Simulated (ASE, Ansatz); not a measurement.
# The unslipped end of a generalised stacking fault on (112) of a Nb-Li solid solution (54 atoms): a single point

Wanted: forces and levels of the unslipped end of a generalised stacking fault on (112) of a Nb-Li solid solution (54 atoms).

Main program and level: Ansatz 0.2.0; Kohn-Sham DFT, r2SCAN, PAW (set soft_2), plane waves.

### 1. The structure

The cell holds 54 atoms: 30 Nb and 24 Li. Cell: a = 8.820 Å, b = 4.801 Å, c = 25.147 Å, α = 90.0°, β = 90.0°, γ = 90.0°. It derives from Nb and Li. Bcc Nb lattice (a = 3.3949 Å, the value set for the mixture), cell with z along [112], 3 x 1 x 3 periods; the third cell vector is tilted by 0.000 of 1/2<111> (its sense, twinning or antitwinning, isn't checked) and lengthened by 0.2 Å, so the stacking has no slip; displaced by a Gaussian of 0.01 Å; 24 of 54 Nb sites given to Li at random (lattice constant by Vegard's rule between Nb and Li).

Limits known from the start: The cell is under 6 Å thick along one periodic direction, so every atom has periodic images of itself close by, which move with it and show among its neighbours and in g(r). The host structure and its lattice constant were typed by rule, without a check against the phase diagram.

### 2. Plane-wave single point

The electrons are solved once, with the atoms held.

Contents of input.yaml:

```yaml
crystal:
  lattice:
    - [8.82021, 0.0, 0.0]
    - [0.0, 4.80111, 0.0]
    - [0.0, 0.0, 25.14732]
  atoms:
    - { symbol: Nb, position: [0.66826, 0.99947, 0.99218] }
    - { symbol: Nb, position: [0.33208, 0.00111, 0.99115] }
    - { symbol: Li, position: [0.00107, 0.00176, 0.9917] }
    - { symbol: Nb, position: [0.77874, 0.49721, 0.05379] }
    - { symbol: Nb, position: [0.44503, 0.50134, 0.05439] }
    - { symbol: Li, position: [0.11184, 0.50079, 0.05474] }
    - { symbol: Li, position: [0.88813, 0.00146, 0.10948] }
    - { symbol: Li, position: [0.55434, 0.00013, 0.11046] }
    - { symbol: Nb, position: [0.22073, 0.99986, 0.11033] }
    - { symbol: Nb, position: [0.66733, 0.49904, 0.16508] }
    - { symbol: Li, position: [0.33584, 0.5014, 0.16508] }
    - { symbol: Li, position: [0.99972, 0.49827, 0.1651] }
    - { symbol: Nb, position: [0.77847, 0.99869, 0.22063] }
    - { symbol: Nb, position: [0.44472, 0.00201, 0.21994] }
    - { symbol: Li, position: [0.11016, 0.99825, 0.21994] }
    - { symbol: Li, position: [0.8893, 0.50004, 0.27551] }
    - { symbol: Li, position: [0.55519, 0.49971, 0.27512] }
    - { symbol: Li, position: [0.2208, 0.50076, 0.27439] }
    - { symbol: Li, position: [0.66646, 0.00071, 0.33064] }
    - { symbol: Li, position: [0.33324, 0.00508, 0.33017] }
    - { symbol: Li, position: [0.00088, 0.99838, 0.3307] }
    - { symbol: Nb, position: [0.77815, 0.50104, 0.38487] }
    - { symbol: Nb, position: [0.44534, 0.49757, 0.3858] }
    - { symbol: Li, position: [0.10959, 0.49898, 0.38556] }
    - { symbol: Nb, position: [0.88938, 0.00098, 0.44071] }
    - { symbol: Nb, position: [0.55522, 0.00081, 0.44102] }
    - { symbol: Li, position: [0.22082, 0.00361, 0.44099] }
    - { symbol: Nb, position: [0.6658, 0.501, 0.49625] }
    - { symbol: Nb, position: [0.33298, 0.4988, 0.49601] }
    - { symbol: Li, position: [0.99872, 0.50142, 0.49596] }
    - { symbol: Nb, position: [0.7779, 0.99869, 0.55094] }
    - { symbol: Nb, position: [0.44291, 0.00473, 0.54988] }
    - { symbol: Nb, position: [0.11092, 0.00037, 0.55086] }
    - { symbol: Nb, position: [0.88908, 0.50211, 0.60604] }
    - { symbol: Li, position: [0.55488, 0.50218, 0.6064] }
    - { symbol: Li, position: [0.22128, 0.50218, 0.60614] }
    - { symbol: Nb, position: [0.66591, 0.99371, 0.6612] }
    - { symbol: Li, position: [0.33403, 0.99922, 0.66148] }
    - { symbol: Li, position: [3.0e-05, 0.00199, 0.66046] }
    - { symbol: Nb, position: [0.77797, 0.49864, 0.71581] }
    - { symbol: Li, position: [0.44631, 0.50163, 0.71604] }
    - { symbol: Nb, position: [0.11221, 0.50192, 0.71598] }
    - { symbol: Nb, position: [0.88983, 0.99908, 0.77107] }
    - { symbol: Nb, position: [0.55636, 0.99828, 0.77183] }
    - { symbol: Nb, position: [0.22377, 0.00102, 0.77176] }
    - { symbol: Nb, position: [0.66734, 0.50165, 0.82658] }
    - { symbol: Nb, position: [0.33126, 0.50277, 0.82574] }
    - { symbol: Li, position: [0.99967, 0.50352, 0.82697] }
    - { symbol: Nb, position: [0.77624, 0.00143, 0.88108] }
    - { symbol: Nb, position: [0.44511, 0.00151, 0.88147] }
    - { symbol: Nb, position: [0.10901, 0.00062, 0.88076] }
    - { symbol: Nb, position: [0.88883, 0.49809, 0.93645] }
    - { symbol: Li, position: [0.55461, 0.50147, 0.93643] }
    - { symbol: Li, position: [0.22223, 0.50072, 0.93671] }
kpoints:
  mp_grid: { grid: [2, 4, 1] }
hamiltonian:
  xc: r2scan
scf:
  occupations: { method: fermi_dirac, width: 0.1 }
output:
  forces: true
  stress: true
  populations: true
  dos:
    method: { smearing: { sigma: 0.1 } }
    de: 0.1
    projected: { site_lists: { Li: [Li], Nb: [Nb] } }
  eigenvalues: true
  write_density: true
  write_potential: true
  volumetric_format: npy
```

The run is started by

```bash
> ansatz run input.yaml --threads 8 --pin off --max-ram 15872MiB --backend cpu --events-out ev --progress --plain --runs-dir out
```

The program printed:

```text
Engine: ansatz 0.2.0, aarch64-unknown-linux-gnu
Pseudopotentials: kind: paw
Pseudopotential: Nb, paw, valence charge 13, recommended cutoff 500 eV (meta_gga), Nb.paw.azcp
Pseudopotential: Li, paw, valence charge 3, recommended cutoff 500 eV (meta_gga), Li.paw.azcp
[... 6 lines on functional and potentials left out ...]
Crystal: 54 atoms, lattice volume = 1064.908 Å³
Basis set: ecut = 500 eV, 27035 PW (Γ), exchange–correlation on 288×144×768 points (64 copies of the dense FFT grid, shifted against one another)
Bands: 285, of which v1, the nominal top of the filled ones, is band 231 counted from 1 (230 counted from 0)
Symmetry: 1 space group operations
Space group: P1 (ITA 1), of the structure as read, at distance tolerance 1.0e-4 Å
k-points: 6 of 8 (time reversal used)
[... 6 lines on functional and potentials left out ...]
Initial density: superposition of atomic densities (neutral atoms: chi_scale 0, normalization atom), corrected by the library's trained network
Initial wavefunctions: pseudopotential atomic-orbital guess
Functional: x = r2scan, c = r2scan; τ floored in thin density (d = 2e-4 eV/Å³)
SCF iter   1: F=—  HF=-141802.176784 eV  |F-HF|=—  |Δ(HF+E_count)|=         —  Δρ=1.07e-2  dr2=3.13e1  dr2_τ=4.22e-1  ethr=1.77e-3  ⟨swp⟩=10.7  Hψ=7949  notcnv=0
preconditioner: auto → Kerker (q_TF=auto, 2.374 Å⁻¹)  [metal: Δε(μ)=0.014 eV  Ē_g=2.725 eV  σ=0.100 eV  W_gap=0.03  n_scr=238 (ndim 8)  ℏωp=15.0 eV  f_vac=0.000  D(μ)=61.01/eV (n_scr^D=608)]
SCF iter   2: F=—  HF=-141802.271295 eV  |F-HF|=—  |Δ(HF+E_count)|=   9.45e-2  Δρ=7.04e-3  dr2=4.47e0  dr2_τ=2.21e-1  ethr=1.77e-3  ⟨swp⟩=2.0  Hψ=2143  notcnv=0
SCF iter   3: F=—  HF=-141802.243523 eV  |F-HF|=—  |Δ(HF+E_count)|=   2.78e-2  Δρ=3.55e-3  dr2=1.54e0  dr2_τ=1.84e-2  ethr=9.68e-4  ⟨swp⟩=1.7  Hψ=2043  notcnv=0
SCF iter   4: F=—  HF=-141802.258673 eV  |F-HF|=—  |Δ(HF+E_count)|=   1.51e-2  Δρ=3.37e-3  dr2=8.23e-1  dr2_τ=3.01e-2  ethr=3.33e-4  ⟨swp⟩=1.0  Hψ=1710  notcnv=0
SCF iter   5: F=—  HF=-141802.237569 eV  |F-HF|=—  |Δ(HF+E_count)|=   2.11e-2  Δρ=8.39e-4  dr2=9.90e-2  dr2_τ=2.29e-3  ethr=1.78e-4  ⟨swp⟩=1.0  Hψ=1710  notcnv=0
SCF iter   6: F=—  HF=-141802.238439 eV  |F-HF|=—  |Δ(HF+E_count)|=   8.70e-4  Δρ=6.35e-4  dr2=1.66e-2  dr2_τ=1.47e-3  ethr=2.14e-5  ⟨swp⟩=1.0  Hψ=1710  notcnv=0
SCF iter   7: F=—  HF=-141802.238208 eV  |F-HF|=—  |Δ(HF+E_count)|=   2.31e-4  Δρ=2.66e-4  dr2=3.45e-3  dr2_τ=1.94e-4  ethr=3.60e-6  ⟨swp⟩=2.0  Hψ=1761  notcnv=0
SCF iter   8: F=—  HF=-141802.238329 eV  |F-HF|=—  |Δ(HF+E_count)|=   1.21e-4  Δρ=1.68e-4  dr2=2.56e-3  dr2_τ=4.04e-5  ethr=7.46e-7  ⟨swp⟩=1.2  Hψ=1711  notcnv=0
SCF iter   9: F=—  HF=-141802.238377 eV  |F-HF|=—  |Δ(HF+E_count)|=   4.86e-5  Δρ=1.19e-4  dr2=1.15e-3  dr2_τ=5.06e-5  ethr=5.53e-7  ⟨swp⟩=1.2  Hψ=1720  notcnv=0
SCF iter  10: F=—  HF=-141802.238335 eV  |F-HF|=—  |Δ(HF+E_count)|=   4.19e-5  Δρ=4.64e-5  dr2=1.96e-4  dr2_τ=8.39e-6  ethr=2.48e-7  ⟨swp⟩=1.2  Hψ=1711  notcnv=0
SCF iter  11: F=—  HF=-141802.238347 eV  |F-HF|=—  |Δ(HF+E_count)|=   1.15e-5  Δρ=2.75e-5  dr2=1.53e-5  dr2_τ=5.20e-7  ethr=4.25e-8  ⟨swp⟩=1.0  Hψ=1710  notcnv=0
SCF iter  12: F=—  HF=-141802.239869 eV  |F-HF|=—  |Δ(HF+E_count)|=   1.52e-3  Δρ=1.79e-5  dr2=1.46e-5  dr2_τ=8.11e-7  ethr=3.31e-9  ⟨swp⟩=2.0  Hψ=2216  notcnv=0
SCF iter  13: F=—  HF=-141802.239869 eV  |F-HF|=—  |Δ(HF+E_count)|=   2.98e-7  Δρ=1.10e-5  dr2=7.02e-6  dr2_τ=3.45e-7  ethr=3.16e-9  ⟨swp⟩=2.0  Hψ=1798  notcnv=0
SCF iter  14: F=—  HF=-141802.239869 eV  |F-HF|=—  |Δ(HF+E_count)|=   7.92e-8  Δρ=6.55e-6  dr2=2.28e-6  dr2_τ=1.63e-7  ethr=1.52e-9  ⟨swp⟩=2.0  Hψ=1829  notcnv=0
SCF iter  15: F=—  HF=-141802.239869 eV  |F-HF|=—  |Δ(HF+E_count)|=   1.18e-8  Δρ=2.93e-6  dr2=1.55e-7  dr2_τ=1.18e-8  ethr=4.93e-10  ⟨swp⟩=1.0  Hψ=1710  notcnv=0
SCF iter  16: F=—  HF=-141802.239869 eV  |F-HF|=—  |Δ(HF+E_count)|=   4.46e-8  Δρ=2.27e-6  dr2=2.32e-7  dr2_τ=9.29e-9  ethr=2.16e-11  ⟨swp⟩=10.5  Hψ=9618  notcnv=0
SCF iter  17: F=-141802.239869 eV  HF=-141802.239869 eV  |F-HF|=6.10e-8  |Δ(HF+E_count)|=   1.42e-8  Δρ=1.41e-6  dr2=8.09e-8  dr2_τ=4.04e-9  ethr=2.16e-11  ⟨swp⟩=6.3  Hψ=9107  notcnv=0
SCF 1 converged in 17 iterations: F = -141802.239869 eV  dr2 = 8.09e-8
[...]
SCF converged after 17 iterations
Free energy (F): -141802.239869 eV
Harris-Foulkes:  -141802.239869 eV  (|F-HF|=6.10e-8)
Internal energy: -141800.263534 eV  (E = F + TS)
E sigma→0 (E₀):  -141801.251701 eV
Entropy (-TS):   -1.976335 eV (-36.599 meV/atom)
Fermi energy:    9.191722 eV
--- Per-component energies (eV) ---
  E_band       = -7387.345260
  E_kinetic    = 12166.355696
  E_local      = -53568.550947  (includes V_loc(G=0)·N_el)
  E_nonlocal   = 2804.296752
  E_hartree    = 20845.909363
  E_xc         = -5246.573398
  E_vxc        = -7325.578254  (∫ρ·V_xc dr)
  E_paw        = -93227.048088  (= ΣΔE_a)
  E_vpaw       = -3620.530785  (= ΣTr[D̂ρ^β])
  E_aug_tail   = -0.002355  (compensation charges beyond the density's cutoff)
  E_vtau       = 464.855660  (kinetic-family band-sum trace: ∫τ·v_τ [+ j·A + Jᵃ·Aᵃ] dr)
  E_ewald      = -25568.877636
  E_core_change = -5.772921  (= ΣΔE_core)
  E_smearing   = -1.976335  (= −TS)
  E_closure    = -0.000000  (closes the sum)
  Σ components = -141802.239869   (vs F -141802.239869, Δ=0.00e0)
--- Forces (eV/Å), atoms counted from 1 ---
  atom   1  Nb    -0.60238059     0.01885447     0.11683270
  atom   2  Nb     0.87141083    -0.00483925     1.24026329
  atom   3  Li    -0.13300937    -0.03127128     0.38053802
  atom   4  Nb    -1.22172501     0.04878722    -0.89913147
  atom   5  Nb     0.56322470    -0.01630197    -0.30998350
  atom   6  Li     0.14488088    -0.00616381    -0.38030472
  atom   7  Li    -0.30312734    -0.04184766    -0.03155627
  atom   8  Li     0.24757956     0.00074915    -0.25201371
  atom   9  Nb     1.94627091     0.01986677    -0.88331275
  atom  10  Nb    -0.59164471    -0.01280954     0.27860208
  atom  11  Li    -0.25712527    -0.00523186     0.07137577
  atom  12  Li     0.06792381     0.01054924    -0.11224076
  atom  13  Nb    -2.13978921     0.02040377    -1.09066208
  atom  14  Nb     1.87216234    -0.00941477    -1.37922730
[...]
atom  53  Li    -0.11871197    -0.01098389     0.28922105
  atom  54  Li     0.26956036     0.00117312     0.18306459
  max |Σ_I F_I| component: 1.30e-4 eV/Å
--- Stress (GPa, compression-positive) ---
      -11.165137       0.024893       0.313923
        0.024893     -10.676338       0.040694
        0.313923       0.040694     -10.547692
  P = ⅓ Tr σ = -10.7964 GPa (-107.964 kbar)
--- Band table (eV; the first three rows and the last of 6) ---
  k-point 0: bands = ["-47.7672", "-47.7252", "-47.5874", "-47.5577", [... 269 levels ...], "11.1553", "11.2124", "11.2322", "11.3144", "11.3581", "11.3874", "11.4512", "11.4903", "11.5549", "11.5775", "11.5952", "11.7316"]
[...]
--- Löwdin populations: 54 sites ---
  site symbol       q [e]
     0     Nb     12.9730
     1     Nb     13.1966
     2     Li      2.6325
[...]
53     Li      2.6369
  spilling = 0.008830 (of n_electrons = 462.000000)
```

It took 1.8 min on 8 threads of Arm Neoverse V2, shared host; peak memory 8.6 GiB; 14 min of CPU time.

Reading the cycles: dr2 is the Hartree energy of the density residual (eV), the measure of convergence; HF is the Harris–Foulkes estimate of the energy, which meets the free energy F at convergence.

Read from the output:

* free energy: -141802.2399 eV
* free energy per atom: -2625.9674 eV/atom
* SCF cycles: 17
* pressure: -10.8 GPa
* r.m.s. force component: 0.5272 eV/Å
* longest force: 2.59 eV/Å
* Fermi energy: 9.192 eV
* levels partly filled by over 2 per cent: 133
* spilling of the projection: 0.00883

Length of the force by element:

| element | coordination | atoms | mean length of the force (eV/Å) | spread | least | most |
| --- | --- | --- | --- | --- | --- | --- |
| Li | all | 24 | 0.249 | 0.0998 | 0.0755 | 0.407 |
| Nb | all | 30 | 0.960 | 0.722 | 0.154 | 2.59 |

Density of states as counts of states in windows of 1 eV (from the Fermi level), total and the larger projections:

| from (eV) | to (eV) | total | Nb d | Nb s | Li s |
| --- | --- | --- | --- | --- | --- |
| -18 | -6 | 0.0 | 0.0 | 0.0 | 0.0 |
| -6 | -5 | 0.7 | 0.0 | 0.6 | 0.1 |
| -5 | -4 | 5.0 | 0.2 | 3.6 | 1.1 |
| -4 | -3 | 12.1 | 2.4 | 6.9 | 2.5 |
| -3 | -2 | 33.3 | 21.7 | 6.7 | 4.2 |
| -2 | -1 | 57.4 | 47.9 | 4.0 | 4.2 |
| -1 | 0 | 65.1 | 55.7 | 2.9 | 3.4 |
| 0 | 1 | 49.2 | 38.4 | 2.8 | 2.9 |

About 288 of the 462 electrons lie in deeper levels, below the stored range.

The levels nearest the highest filled one (over half full), pooled over k-points and spins:

| level less the highest filled one (eV) | occupation |
| --- | --- |
| -0.0395 | 1.21 |
| -0.0375 | 1.20 |
| -0.0371 | 1.2 |
| -0.023 | 1.13 |
| -0.0014 | 1.02 |
| 0 | 1.02 |
| 0.0075 | 0.98 |
| 0.0077 | 0.978 |
| 0.0183 | 0.925 |
| 0.0196 | 0.919 |
| 0.0209 | 0.912 |
| 0.0241 | 0.897 |

Electrostatic potential energy in the ca plane at fractional y = 0.000, with atoms of Nb and Li within 0.2 Å of it. With pseudopotentials it is smooth inside the atoms' cores, unlike the true potential.

Ten even steps from '0' (-70 eV) to '9' (12 eV), each cell a mean:
```
68999998899999999999986679998544689999999999
89999976689999999999998899996200389999999999
99999975579998777899999999986100279987778999
99999986789997423689999999997301489863247999
89999998999985100489999999998655799840015899
67999999999985000489999999999988999840005899
15899999999996313689987789999999999863136898
03799999999998767899985579999888999987678997
04899998899999999999986679998644699999999997
47899986689999999999998899996200389999999998
89999975579998777899999999996100279987789999
99999986689997323799999999997301489863247999
99999998999984000489999999998655799840015899
68999999999984000489999999999988999840015899
25899999999996313689987789999999999862136999
03899988899998767899975579999999999987678999
04899864468999999999986679999988999999999999
47999720037999999999998899999766899999999999
88999610027999999999999999999755799987778999
99999730147999878999999999999867899863247999
99999865578998656899999999999989999840015899
99999988899998656899999999999999999840004899
79999999999999877999987689999999999863136899
58999999999999999999985579999888999987678999
```
Columns run along c (16.0 Å, from fractional 0.00 to 0.64 of the cell; values clipped at the 3rd and 97th percentile), rows up along a (8.8 Å). Atoms in or near the plane, at fractional coordinates: Li at (0.11, 0.89), Li at (0.11, 0.55), Nb at (0.11, 0.22), Nb at (0.22, 0.78), Nb at (0.22, 0.44), Li at (0.22, 0.11), Li at (0.33, 0.67), Li at (0.33, 0.33), Li at (0.33, 0.00), Nb at (0.44, 0.89), Nb at (0.44, 0.56), Li at (0.44, 0.22), Nb at (0.55, 0.78), Nb at (0.55, 0.44) and more.

Valence density in the ca plane at fractional y = 0.000, with atoms of Nb and Li within 0.2 Å of it. It is the smooth field of the valence electrons, not physical close to the nuclei.

Ten even steps from '0' (0.0 e/Å³) to '9' (7.5 e/Å³), each cell a mean:
```
00001331000000000000440000023200000000000015
00013663000000000000000000156520000000000000
00014664100001000000000000266630000110000000
00003553000134310000000000146520001442000000
00001221000266520000000000012100013664100000
00000000000266620000110000000000014665100012
00000000000135410002553000000000002453000135
00000000000001100014665100000000000110000156
00001221000000000003664100023200000000000146
00003663000000000001331000156520000000000023
00014664100001000000000000256630000110000000
00003553000134310000000000146520001442000000
00001221000266520000000000012100013665100000
00000000000266620000000000000000004665100011
00000000000145310000120000000000002453000135
00000000000011100000781000000000000110000256
00000000000000000000440000023200000000000156
00000330000000000000000000156520000000000024
00001781000001000000000000256630000010000000
00000220000134310000000000146520001342000000
00000000000256620000000000012100013664100000
00000000000266620000000000000000014665100000
00000000000135310000110000000000002453000002
00000000000011100000781000000000000110000029
```
Columns run along c (16.0 Å, from fractional 0.36 to 1.00 of the cell), rows up along a (8.8 Å). Atoms in or near the plane, at fractional coordinates: Nb at (0.99, 0.67), Nb at (0.99, 0.33), Li at (0.99, 0.00), Nb at (0.44, 0.89), Nb at (0.44, 0.56), Li at (0.44, 0.22), Nb at (0.55, 0.78), Nb at (0.55, 0.44), Nb at (0.55, 0.11), Nb at (0.66, 0.67), Li at (0.66, 0.33), Li at (0.66, 0.00), Nb at (0.77, 0.89), Nb at (0.77, 0.56) and more.

Within 0.4 eV of the Fermi level the largest share is Nb d (87 % of the projected weight).

### 3. Local order

These statistics describe the geometry on which the runs were made.

Density 4.61 g/cm³, 19.72 Å³ an atom.

Pair distribution functions g(r), in bins of 0.1 Å:

| r (Å) | total | Nb-Nb | Nb-Li | Li-Li |
| --- | --- | --- | --- | --- |
| 2.75 | 0.00 | 0.00 | 0.00 | 0.00 |
| 2.85 | 0.07 | 0.23 | 0.00 | 0.00 |
| 2.95 | 13.70 | 13.10 | 14.20 | 13.30 |
| 3.05 | 0.38 | 0.82 | 0.00 | 0.64 |
| 3.15 | 0.35 | 0.38 | 0.24 | 0.60 |
| 3.25 | 0.00 | 0.00 | 0.00 | 0.00 |
| 3.35 | 4.95 | 5.29 | 4.13 | 6.46 |
| 3.45 | 2.91 | 3.20 | 3.00 | 2.26 |
| 3.55 | 0.27 | 0.00 | 0.56 | 0.00 |
| 3.65 | 0.00 | 0.00 | 0.00 | 0.00 |
| 3.75 | 0.00 | 0.00 | 0.00 | 0.00 |
| 3.85 | 0.00 | 0.00 | 0.00 | 0.00 |
| 3.95 | 0.00 | 0.00 | 0.00 | 0.00 |
| 4.05 | 0.00 | 0.00 | 0.00 | 0.00 |
| 4.15 | 0.00 | 0.00 | 0.00 | 0.00 |
| 4.25 | 0.00 | 0.00 | 0.00 | 0.00 |
| 4.35 | 0.00 | 0.00 | 0.00 | 0.00 |
| 4.45 | 0.00 | 0.00 | 0.00 | 0.00 |
| 4.55 | 0.00 | 0.00 | 0.00 | 0.00 |
| 4.65 | 0.00 | 0.00 | 0.00 | 0.00 |
| 4.75 | 2.80 | 3.06 | 2.63 | 2.84 |
| 4.85 | 4.77 | 6.14 | 2.93 | 7.20 |
| 4.95 | 0.54 | 0.61 | 0.43 | 0.72 |
| 5.05 | 0.00 | 0.00 | 0.00 | 0.00 |
| 5.15 | 0.00 | 0.00 | 0.00 | 0.00 |
| 5.25 | 0.00 | 0.00 | 0.00 | 0.00 |
| 5.35 | 0.00 | 0.00 | 0.00 | 0.00 |
| 5.45 | 0.00 | 0.00 | 0.00 | 0.00 |
| 5.55 | 0.19 | 0.30 | 0.15 | 0.09 |
| 5.65 | 10.50 | 10.00 | 11.00 | 9.94 |
| 5.75 | 0.93 | 1.02 | 0.74 | 1.24 |
| 5.85 | 3.25 | 3.44 | 3.07 | 3.41 |
| 5.95 | 0.39 | 0.16 | 0.63 | 0.17 |
| 6.05 | 0.19 | 0.20 | 0.19 | 0.16 |
| 6.15 | 0.00 | 0.00 | 0.00 | 0.00 |
| 6.25 | 0.00 | 0.00 | 0.00 | 0.00 |
| 6.35 | 0.00 | 0.00 | 0.00 | 0.00 |
| 6.45 | 0.00 | 0.00 | 0.00 | 0.00 |
| 6.55 | 0.00 | 0.00 | 0.00 | 0.00 |
| 6.65 | 0.00 | 0.00 | 0.00 | 0.00 |
| 6.75 | 1.38 | 1.27 | 1.51 | 1.22 |
| 6.85 | 0.51 | 0.56 | 0.43 | 0.63 |
| 6.95 | 0.14 | 0.12 | 0.20 | 0.06 |
| 7.05 | 0.00 | 0.00 | 0.00 | 0.00 |

Local excerpt of 15 atoms (numbers count through the whole input) about Nb37, picked at random; x, y, z are measured from there.

| atom | x | y | z | distance (Å) | Fx | Fy | Fz (eV/Å) |
| --- | --- | --- | --- | --- | --- | --- | --- |
| Nb37 | 0.00 | 0.00 | 0.00 | 0.00 | 1.09 | 0.09 | 0.19 |
| Li35 | -0.98 | -2.36 | -1.38 | 2.90 | -0.07 | -0.04 | -0.01 |
| Nb40 | 0.99 | -2.38 | 1.37 | 2.92 | 0.61 | -0.01 | -0.05 |
| Li38 | -2.93 | 0.03 | 0.01 | 2.93 | -0.35 | 0.02 | 0.02 |
| Nb31 | 0.99 | 0.02 | -2.77 | 2.94 | 0.17 | 0.06 | -0.14 |
| Nb44 | -0.97 | 0.02 | 2.78 | 2.95 | 0.17 | 0.02 | 0.46 |
| Li39 | 2.95 | 0.04 | -0.02 | 2.95 | 0.03 | -0.01 | 0.15 |
| Nb40 | 0.99 | 2.42 | 1.37 | 2.96 | 0.61 | -0.01 | -0.05 |
| Li35 | -0.98 | 2.44 | -1.38 | 2.97 | -0.07 | -0.04 | -0.01 |
| Li41 | -1.94 | -2.36 | 1.38 | 3.35 | 0.03 | -0.04 | -0.06 |
| Nb34 | 1.97 | -2.36 | -1.39 | 3.37 | -0.18 | -0.01 | 0.27 |
| Nb43 | 1.98 | 0.03 | 2.76 | 3.40 | -0.08 | 0.05 | -0.28 |
| Li41 | -1.94 | 2.44 | 1.38 | 3.41 | 0.03 | -0.04 | -0.06 |
| Nb32 | -1.97 | 0.05 | -2.80 | 3.42 | -0.04 | -0.07 | -0.87 |
| Nb34 | 1.97 | 2.44 | -1.39 | 3.43 | -0.18 | -0.01 | 0.27 |

### 4. Outcome

| Quantity | Value |
| --- | --- |
| free energy per atom | -2625.9674 eV/atom |
| density | 4.606 g/cm³ |
| pressure | -10.8 GPa |
| r.m.s. force component | 0.5272 eV/Å |
| wall time of the 1 DFT run | 1.8 min |

133 levels are partly filled, by over 2 % (on the run's k-points), as in a metal.

What to keep in mind: The geometry was built by rule, was displaced at random and isn't relaxed at this level: its force components are 0.53 eV/Å r.m.s. The pressure of -11 GPa shows the cell to be stretched for this functional.

[Logs are printed without paths, hosts, clocks, repeated set-up lines and the standing remarks that a program may print on its own settings, such as how far it seeks lower states.]

[Hosts, paths, dates, database ids (printed as entryN), source tags and the programs' standing remarks are cut or masked in the printed files.]
